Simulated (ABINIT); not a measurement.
Records of electronic-structure calculations.

**A GW chain in ABINIT: InP (F-43m)**

The structure is cubic, space group F-43m (No. 216). Conventional cell: a = 5.861 Å, b = 5.861 Å, c = 5.861 Å, α = 90.00°, β = 90.00°, γ = 90.00°. Nearest to In lie 4 P at 2.54 Å. P has 4 In at 2.54 Å nearest. Farther neighbours, and contacts between anions beyond the nearest, are not listed.

```
method               : RPA screening on PBE, plane waves, norm-conserving pseudopotentials (and 2 further levels or steps)
program              : ABINIT 10.8.3
settings             : cutoff 33 Ha, PseudoDojo scalar-relativistic 0.4 stringent, norm-conserving, potential set dojo-sr-pbe-0.4-stringent, ngkpt (4, 4, 4), nband 127, ecuteps 6 Ha, inclvkb 2, shiftk (0, 0, 0), symchi 1, awtr 1, frequency ppm, 4×4×4 k-mesh
cost                 : 5 runs, 1.9 min in all on 4 MPI ranks of Arm Neoverse V2, shared host
notes                : The database entry behind the starting cell differs from other determinations of this structure. The cell and positions come from the Crystallography Open Database and are kept as given unless a step says otherwise. Limits: mesh may overstate the screening; no spin-orbit coupling. The 4×4×4 mesh is coarse for this cell, which bears on the long-range parts of exchange and screening. The RPA ε∞ on this mesh reaches over 25; with a narrow direct gap a coarse mesh can overstate it, and the correction is then too small.
PBE gap              : 0.71 eV, direct
G0W0 gap on the mesh : 1.37 eV
GW settings          : 4×4×4 mesh, 127 bands, screening to 163.3 eV, Godby-Needs plasmon pole
known limits         : short of the basis limit; mesh may overstate the screening; no spin-orbit coupling; coarse k mesh
```

G0W0 moves the gap on the mesh from 0.71 eV to 1.37 eV (+0.66 eV), with Z of 0.78 and 0.79 at the edges. Local fields lower the RPA ε∞ on this mesh from 46.94 to 44.46; a Γ-centred mesh this coarse tends to raise both, most where the direct gap is narrow, while a short band sum lowers them.

[Long decimals in the printed logs are rounded to 6 places.]

[Logs are printed without paths, hosts, clocks, repeated set-up lines and the standing remarks that a program may print on its own settings, such as how far it seeks lower states.]

[Paths, hosts, dates, memory and timing lines, banners, echoed tables and standing remarks are left out of the program output; an Ansatz launch command may be rebuilt from the run's recorded settings. Measured values are a selection of at most five: reports struck by readers or far from the other reports are left out. None is set beside runs whose start may be inverted or whose files or cutoffs have a known fault.]

[Runs of the session that timed out or met a known fault of the program may be left out.]

[Hosts, paths, dates, database ids (printed as entryN), source tags and the programs' standing remarks are cut or masked in the printed files.]

[G0W0 gaps are taken among the corrected bands and points alone; a level outside them can change the order at an edge.]

[Where Ansatz stands beside ABINIT at settings called matched, ABINIT's density can come from a denser mesh and the files from another edition; pairs whose starting gaps differed by over 0.03 eV were left out, so agreement reads better than it is.]
